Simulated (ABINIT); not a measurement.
**CsH (Fm-3m): G0W0 in ABINIT against the plane-wave cutoff**

Aim: move the plane-wave cutoff of a G0W0 run on CsH (Fm-3m) over a wide range.

Calculated with ABINIT 10.8.3; LDA and many-body steps on it, plane waves.

The database entry behind the starting cell differs from later determinations by our own check (0.1 to 0.3 % short, probably kX units), so it need not match the best structure at ambient conditions.

**1. The starting structure**

It takes space group Fm-3m (No. 225, cubic). Conventional cell: a = 6.376 Å, b = 6.376 Å, c = 6.376 Å, α = 90.00°, β = 90.00°, γ = 90.00°. Nearest to Cs lie 6 H at 3.19 Å. H has 6 Cs at 3.19 Å nearest. Farther neighbours are not listed.

The cell and positions come from the Crystallography Open Database and are kept as given unless a step says otherwise. Spin-orbit coupling is left out unless a step names it.

**2. Empty states on the mesh, 4×4×4 mesh, 118 bands**

This step: ABINIT 10.8.3; DFT, LDA, plane waves, norm-conserving pseudopotentials.

The sums over transitions need many empty states on a uniform mesh; this step solves for them.

Contents of run.abi:

```
acell 3*1.0 Angstrom
rprim 
  -0.000000000000 3.188000000000 3.188000000000
  3.188000000000 -0.000000000000 3.188000000000
  3.188000000000 3.188000000000 -0.000000000000
ntypat 2
znucl 55 1
natom 2
typat 1 2
xred 
  0.000000000000 0.000000000000 0.000000000000
  0.500000000000 0.500000000000 0.500000000000
pp_dirpath "pseudos"
pseudos "Cs.upf, H.upf"
ecut 31
ngkpt 4 4 4
nshiftk 1
shiftk 0 0 0
kptopt 1
chksymbreak 0
irdden 1
istwfk *1
nband 118
prtvol 0
optdriver 6
gwr_task "HDIAGO"
paral_kgb 0
occopt 1
indata_prefix "in"
outdata_prefix "out"
tmpdata_prefix "tmp"
```

Started as:

```console
> OMP_NUM_THREADS=1 mpirun -n 4 abinit run.abi > log
```

Numbers of over 12 decimals in the logs are rounded to 6 here.

Output:

```text
.Version 10.8.3 of ABINIT. v10.8.2 released Aug 2026.

 Symmetries : space group Fm -3 m (#225); Bravais cF (face-center cubic)
[... echo of the input left out ...]
== DATASET  1 ==================================================================
-   mpi_nproc: 4, omp_nthreads: 1 (-1 if OMP is not activated)

--- !DatasetInfo
iteration_state: {dtset: 1, }
dimensions: {natom: 2, nkpt: 8, mband: 118, nsppol: 1, nspinor: 1, nspden: 1, mpw: 3647, }
cutoff_energies: {ecut:  31.0, pawecutdg:  -1.0, }
[...]
Direct band gap semiconductor
 Fundamental gap:     1.956 (eV)
   VBM:     1.748 (eV) at k: [ 5.0000E-01,  0.0000E+00,  0.0000E+00]
   CBM:     3.704 (eV) at k: [ 5.0000E-01,  0.0000E+00,  0.0000E+00]
 Direct gap:         1.956 (eV) at k: [ 5.0000E-01,  0.0000E+00,  0.0000E+00]

== END DATASET(S) ==============================================================
================================================================================

 -outvars: echo values of variables after computation  --------
           etotal      0.0000000000E+00
            nband         118
             nkpt           8
          spgroup         225
 [... the other variables as echoed above ...]

 Calculation completed.
```

The job ended after 68 s (4 MPI ranks of Arm Neoverse V2, shared host; peak memory 3 GiB; 4.5 min of CPU time).

Numbers from this step:

```yaml
gap: 1.956 eV
k_of_the_valence_top: 0.5, 0, 0
k_of_the_conduction_bottom: 0.5, 0, 0
least_direct_gap: 1.956 eV
k_points_computed: 8
lowest_point_of_the_top_converged_band_above_the_valence_top: 68.0336 eV
```

On this mesh the gap is 1.956 eV.

The density comes from a self-consistent run that is not shown.

**3. Empty states on the mesh, 4×4×4 mesh, 35 bands**

Edit run.abi of step 2 so:

```diff
@@ -14,3 +14,3 @@
 pseudos "Cs.upf, H.upf"
-ecut 31
+ecut 19
 ngkpt 4 4 4
@@ -20,10 +20,10 @@
 chksymbreak 0
+iscf -2
 irdden 1
 istwfk *1
-nband 118
+nband 35
+nbdbuf 4
+tolwfr 1e-09
+nstep 60
 prtvol 0
-optdriver 6
-gwr_task "HDIAGO"
-paral_kgb 0
-occopt 1
 indata_prefix "in"
```

Output:

```text
.Version 10.8.3 of ABINIT. v10.8.2 released Aug 2026.

 Symmetries : space group Fm -3 m (#225); Bravais cF (face-center cubic)
[... echo of the input left out ...]
== DATASET  1 ==================================================================
-   mpi_nproc: 4, omp_nthreads: 1 (-1 if OMP is not activated)

--- !DatasetInfo
iteration_state: {dtset: 1, }
dimensions: {natom: 2, nkpt: 8, mband: 35, nsppol: 1, nspinor: 1, nspden: 1, mpw: 1759, }
cutoff_energies: {ecut:  19.0, pawecutdg:  -1.0, }
[...]
0.65445    0.65445    0.71293    0.71293    0.71293    0.77393    0.77393    0.77393
   0.77894    0.83036    0.83036    0.83036    0.87073    0.87073    0.87453    1.14919
   1.14995    1.15026    1.15433
 prteigrs : prtvol=0 or 1, do not print more k-points.

== END DATASET(S) ==============================================================
================================================================================

 -outvars: echo values of variables after computation  --------
            nband          35
             nkpt           8
          spgroup         225
 [... the other variables as echoed above ...]

 Calculation completed.
```

Wall time 3.8 s (4 MPI ranks); peak memory 0.24 GiB; 15 s of CPU time.

Numbers from this step:

- gap: 1.949 eV
- k of the valence top: 0.5, 0, 0
- k of the conduction bottom: 0.5, 0, 0
- least direct gap: 1.949 eV
- k points computed: 8
- lowest point of the top converged band, above the valence top: 22.04 eV

On this mesh the gap is 1.949 eV.

**4. Empty states on the mesh, 4×4×4 mesh, 35 bands**

Edit run.abi of step 3 so:

```diff
@@ -14,3 +14,3 @@
 pseudos "Cs.upf, H.upf"
-ecut 19
+ecut 25
 ngkpt 4 4 4
```

Output:

```text
.Version 10.8.3 of ABINIT. v10.8.2 released Aug 2026.

 Symmetries : space group Fm -3 m (#225); Bravais cF (face-center cubic)
[... echo of the input left out ...]
== DATASET  1 ==================================================================
-   mpi_nproc: 4, omp_nthreads: 1 (-1 if OMP is not activated)

--- !DatasetInfo
iteration_state: {dtset: 1, }
dimensions: {natom: 2, nkpt: 8, mband: 35, nsppol: 1, nspinor: 1, nspden: 1, mpw: 2637, }
cutoff_energies: {ecut:  25.0, pawecutdg:  -1.0, }
[...]
0.60684    0.60684    0.67466    0.67466    0.67466    0.70675    0.77391    0.77391
   0.77391    0.79666    0.79666    0.79666    0.87070    0.87070    0.87426    1.09406
   1.09424    1.09490    1.15053
 prteigrs : prtvol=0 or 1, do not print more k-points.

== END DATASET(S) ==============================================================
================================================================================

 -outvars: echo values of variables after computation  --------
            nband          35
             nkpt           8
          spgroup         225
 [... the other variables as echoed above ...]

 Calculation completed.
```

Elapsed: 5.4 s, on 4 MPI ranks; peak memory 0.26 GiB.

Numbers from this step:

```yaml
gap: 1.955 eV
k_of_the_valence_top: 0.5, 0, 0
k_of_the_conduction_bottom: 0.5, 0, 0
least_direct_gap: 1.955 eV
k_points_computed: 8
lowest_point_of_the_top_converged_band_above_the_valence_top: 22.04 eV
```

On this mesh the gap is 1.955 eV.

**5. Empty states on the mesh, 4×4×4 mesh, 35 bands**

Edit run.abi of step 4 so:

```diff
@@ -14,3 +14,3 @@
 pseudos "Cs.upf, H.upf"
-ecut 25
+ecut 39
 ngkpt 4 4 4
```

Output:

```text
.Version 10.8.3 of ABINIT. v10.8.2 released Aug 2026.

 Symmetries : space group Fm -3 m (#225); Bravais cF (face-center cubic)
[... echo of the input left out ...]
== DATASET  1 ==================================================================
-   mpi_nproc: 4, omp_nthreads: 1 (-1 if OMP is not activated)

--- !DatasetInfo
iteration_state: {dtset: 1, }
dimensions: {natom: 2, nkpt: 8, mband: 35, nsppol: 1, nspinor: 1, nspden: 1, mpw: 5120, }
cutoff_energies: {ecut:  39.0, pawecutdg:  -1.0, }
[...]
0.59208    0.59208    0.65934    0.65934    0.65934    0.68490    0.77389    0.77389
   0.77389    0.78994    0.78994    0.78994    0.87067    0.87067    0.87417    1.07593
   1.07594    1.07603    1.15076
 prteigrs : prtvol=0 or 1, do not print more k-points.

== END DATASET(S) ==============================================================
================================================================================

 -outvars: echo values of variables after computation  --------
            nband          35
             nkpt           8
          spgroup         225
 [... the other variables as echoed above ...]

 Calculation completed.
```

Wall time 8.3 s (4 MPI ranks); peak memory 0.29 GiB; 33 s of CPU time.

This step gave:

- gap: 1.956 eV
- k of the valence top: 0.5, 0, 0
- k of the conduction bottom: 0.5, 0, 0
- least direct gap: 1.956 eV
- k points computed: 8
- lowest point of the top converged band, above the valence top: 22.04 eV

On this mesh the gap is 1.956 eV.

**6. Screening, 4×4×4 mesh, 31 bands, screening to 106.1 eV**

The RPA dielectric matrix is built and inverted for each q.

This step: RPA screening on LDA, plane waves, norm-conserving pseudopotentials.

Edit run.abi of step 5 so:

```diff
@@ -14,3 +14,3 @@
 pseudos "Cs.upf, H.upf"
-ecut 39
+ecut 19
 ngkpt 4 4 4
@@ -20,10 +20,11 @@
 chksymbreak 0
-iscf -2
-irdden 1
 istwfk *1
-nband 35
-nbdbuf 4
-tolwfr 1e-09
-nstep 60
-prtvol 0
+occopt 1
+irdwfk 1
+optdriver 3
+nband 31
+ecuteps 3.9
+inclvkb 2
+awtr 1
+symchi 1
 indata_prefix "in"
```

Output:

```text
.Version 10.8.3 of ABINIT. v10.8.2 released Aug 2026.

 Symmetries : space group Fm -3 m (#225); Bravais cF (face-center cubic)
[... echo of the input left out ...]
== DATASET  1 ==================================================================
-   mpi_nproc: 4, omp_nthreads: 1 (-1 if OMP is not activated)

--- !DatasetInfo
iteration_state: {dtset: 1, }
dimensions: {natom: 2, nkpt: 8, mband: 31, nsppol: 1, nspinor: 1, nspden: 1, mpw: 1759, }
cutoff_energies: {ecut:  19.0, pawecutdg:  -1.0, }
electrons: {nelect:   1.00000000E+01, charge:   0.00000000E+00, occopt:   1.00000000E+00, tsmear:   1.00000000E-02, }

 SCREENING: Calculation of the susceptibility and dielectric matrices

 Based on a program developped by R.W. Godby, V. Olevano, G. Onida, and L. Reining.
 Incorporated in ABINIT by V. Olevano, G.-M. Rignanese, and M. Torrent.
.Using double precision arithmetic ; gwpc =  8

[... cell and pseudopotentials left out ...]
--------------------------------------------------------------------------------

 ==== K-mesh for the wavefunctions ====
 Number of points in the irreducible wedge :     8
[... list of points left out ...]
 Together with 48 symmetry operations and time-reversal symmetry
 yields    64 points in the full Brillouin Zone.

 ==== Q-mesh for the screening function ====
 Number of points in the irreducible wedge :     8
[... list of points left out ...]
 Together with 48 symmetry operations and time-reversal symmetry
 yields    64 points in the full Brillouin Zone.

 setmesh: FFT mesh size selected  =    25x   25x   25
          total number of points  =        15625

 vcoul_init : cutoff-mode = AUXILIARY_FUNCTION
 q-points for optical limit:   1
     1)      0.000010    0.000020    0.000030

- screening: taking advantage of time-reversal symmetry
- Maximum band index for partially occupied states nbvw = 5
- Remaining bands to be divided among processors   nbcw = 26
- Number of bands treated by each node ~6

 Number of electrons calculated from density =   10.0000; Expected =   10.0000
 average of density, n =  0.022867
 r_s =    2.1856
 omega_plasma =   14.5870 [eV]

 calculating chi0 at frequencies [eV] :
  1    0.000000E+00    0.000000E+00
  2    0.000000E+00    1.458696E+01

--------------------------------------------------------------------------------
  q-point number  1        q = ( 0.000000, 0.000000, 0.000000) [r.l.u.]
--------------------------------------------------------------------------------
[... chi0 elements left out ...]
 For q-point:  0.000010 0.000020 0.000030
  dielectric constant =   3.2452
  dielectric constant without local fields =   3.7639

  Average fulfillment of the sum rule on Im[epsilon] for q-point    1 :     57.95  [%]
[... wings left out ...]
  q-point number  2        q = ( 0.250000, 0.000000, 0.000000) [r.l.u.]
--------------------------------------------------------------------------------
[... chi0 elements left out ...]
  Average fulfillment of the sum rule on Im[epsilon] for q-point    2 :     87.96  [%]

 [... 6 further q-points ...]
```

The job ended after 3.4 s (4 MPI ranks; peak memory 0.4 GiB).

This step gave:

```
ε∞ with local fields, on this mesh, along the program's q direction : 3.245
the same without local fields                                       : 3.764
plasma frequency                                                    : 14.59 eV
plane waves in the screening matrix                                 : 169
```

Local fields lower ε∞ by 14 %.

**7. 19 Ha**

This step: G0W0 on LDA, plane waves, norm-conserving pseudopotentials.

Edit run.abi of step 6 so:

```diff
@@ -23,8 +23,17 @@
 irdwfk 1
-optdriver 3
+optdriver 4
 nband 31
+gwcalctyp 0
+ecutsigx 19
+symsigma 1
+nkptgw 2
+kptgw 
+  0.5000000000 0.0000000000 0.0000000000
+  0.0000000000 0.0000000000 0.0000000000
+bdgw 
+  3 8
+  2 8
 ecuteps 3.9
-inclvkb 2
-awtr 1
-symchi 1
+irdscr 1
+ppmodel 1
 indata_prefix "in"
```

Output:

```text
.Version 10.8.3 of ABINIT. v10.8.2 released Aug 2026.

 Symmetries : space group Fm -3 m (#225); Bravais cF (face-center cubic)
[... echo of the input left out ...]
== DATASET  1 ==================================================================
-   mpi_nproc: 4, omp_nthreads: 1 (-1 if OMP is not activated)

--- !DatasetInfo
iteration_state: {dtset: 1, }
dimensions: {natom: 2, nkpt: 8, mband: 31, nsppol: 1, nspinor: 1, nspden: 1, mpw: 1759, }
cutoff_energies: {ecut:  19.0, pawecutdg:  -1.0, }
electrons: {nelect:   1.00000000E+01, charge:   0.00000000E+00, occopt:   1.00000000E+00, tsmear:   1.00000000E-02, }

 SIGMA: Calculation of the GW corrections

 Based on a program developped by R.W. Godby, V. Olevano, G. Onida, and L. Reining.
 Incorporated in ABINIT by V. Olevano, G.-M. Rignanese, and M. Torrent.
.Using double precision arithmetic ; gwpc =  8

[... cell and pseudopotentials left out ...]
--------------------------------------------------------------------------------

 ==== K-mesh for the wavefunctions ====
 Number of points in the irreducible wedge :     8
[... list of points left out ...]
 Together with 48 symmetry operations and time-reversal symmetry
 yields    64 points in the full Brillouin Zone.

 ==== Q-mesh for screening function ====
 Number of points in the irreducible wedge :     8
[... list of points left out ...]
 Together with 48 symmetry operations and time-reversal symmetry
 yields    64 points in the full Brillouin Zone.

 vcoul_init : cutoff-mode = AUXILIARY_FUNCTION
 q-points for optical limit:   1
     1)      0.000010    0.000020    0.000030
 setmesh: FFT mesh size selected  =    36x   36x   36
          total number of points  =        46656

 Number of electrons calculated from density =   10.0000; Expected =   10.0000
 average of density, n =  0.022867
 r_s =    2.1856
 omega_plasma =   14.5870 [eV]

 === KS Band Gaps ===
  >>>> For spin  1
   Minimum direct gap =   1.9496 [eV], located at k-point      :   0.5000  0.0000  0.0000
   Fundamental gap    =   1.9496 [eV], Top of valence bands at :   0.5000  0.0000  0.0000
                                       Bottom of conduction at :   0.5000  0.0000  0.0000
 SIGMA fundamental parameters:
 PLASMON POLE MODEL  1
 number of plane-waves for SigmaX                 1759
 number of plane-waves for SigmaC and W            169
 number of plane-waves for wavefunctions          1759
 number of bands                                    31
 number of independent spin polarizations            1
 number of spinorial components                      1
 number of k-points in IBZ                           8
 number of q-points in IBZ                           8
 number of symmetry operations                      48
 number of k-points in BZ                           64
 number of q-points in BZ                           64
 number of frequencies for dSigma/dE                 9
 frequency step for dSigma/dE [eV]                0.25
 number of omega for Sigma on real axis              0
 max omega for Sigma on real axis  [eV]           0.00
 zcut for avoiding poles [eV]                     0.10

 EPSILON^-1 parameters (SCR file):
 dimension of the eps^-1 matrix on file            169
 dimension of the eps^-1 matrix used               169
 number of plane-waves for wavefunctions          1759
 number of bands                                    31
 number of q-points in IBZ                           8
 number of frequencies                               2
 number of real frequencies                          1
 number of imag frequencies                          1

 matrix elements of self-energy operator (all in [eV])

 Perturbative Calculation

--- !SelfEnergy_ee
iteration_state: {dtset: 1, }
kpoint     : [   0.500,    0.000,    0.000, ]
spin       : 1
KS_gap     :    1.950
QP_gap     :    3.941
Delta_QP_KS:    1.991
data: !SigmaeeData |
     Band     E0 <VxcDFT>   SigX SigC(E0)      Z dSigC/dE  Sig(E)    E-E0       E
        3  -6.238 -12.949 -17.428   2.700   0.783  -0.277 -14.342  -1.393  -7.631
        4  -6.238 -12.949 -17.428   2.700   0.783  -0.277 -14.342  -1.393  -7.631
        5   1.754 -10.132 -13.323   2.002   0.779  -0.284 -11.058  -0.925   0.829
        6   3.704  -6.809  -2.822  -2.710   0.835  -0.198  -5.743   1.066   4.770
        7   6.327  -8.087  -3.584  -2.832   0.825  -0.211  -6.707   1.379   7.706
        8   6.327  -8.087  -3.584  -2.832   0.825  -0.211  -6.707   1.379   7.706

--- !SelfEnergy_ee
iteration_state: {dtset: 1, }
kpoint     : [   0.000,    0.000,    0.000, ]
spin       : 1
KS_gap     :    6.877
QP_gap     :    9.324
Delta_QP_KS:    2.447
data: !SigmaeeData |
     Band     E0 <VxcDFT>   SigX SigC(E0)      Z dSigC/dE  Sig(E)    E-E0       E
[...]
6   6.765  -8.085  -3.323  -3.040   0.821  -0.218  -6.671   1.414   8.179
        7   6.765  -8.085  -3.323  -3.040   0.821  -0.218  -6.671   1.414   8.179
        8   6.765  -8.085  -3.323  -3.040   0.821  -0.218  -6.671   1.414   8.179

== END DATASET(S) ==============================================================
================================================================================

 -outvars: echo values of variables after computation  --------
           etotal      0.0000000000E+00
            nband          31
             nkpt           8
          spgroup         225
 [... the other variables as echoed above ...]

 Calculation completed.
```

Wall time 3.3 s (4 MPI ranks); peak memory 0.44 GiB.

This step gave:

```yaml
g0w0_gap_on_the_points_computed: 3.941 eV
starting_gap_on_the_mesh: 1.949 eV
k_of_the_valence_top: 0.5, 0, 0
k_of_the_conduction_bottom: 0.5, 0, 0
z_at_the_valence_top: 0.779
z_at_the_conduction_bottom: 0.835
least_direct_g0w0_gap_on_the_computed_points: 3.941 eV
```

(Part 1 of 2 ends here.)

[Paths, hosts, dates, memory and timing lines, banners, echoed tables and standing remarks are left out of the program output.]

[Logs are printed without paths, hosts, clocks, repeated set-up lines and the standing remarks that a program may print on its own settings, such as how far it seeks lower states.]

[Runs of the session that timed out or met a known fault of the program may be left out.]

[No measured gap is set beside runs whose start may be inverted or whose files or cutoffs have a known fault.]

[Hosts, paths, dates, database ids (printed as entryN), source tags and the programs' standing remarks are cut or masked in the printed files.]

[G0W0 gaps are taken among the corrected bands and points alone; a level outside them can change the order at an edge.]

[Where Ansatz stands beside ABINIT at settings called matched, ABINIT's density can come from a denser mesh and the files from another edition; pairs whose starting gaps differed by over 0.03 eV were left out, so agreement reads better than it is.]
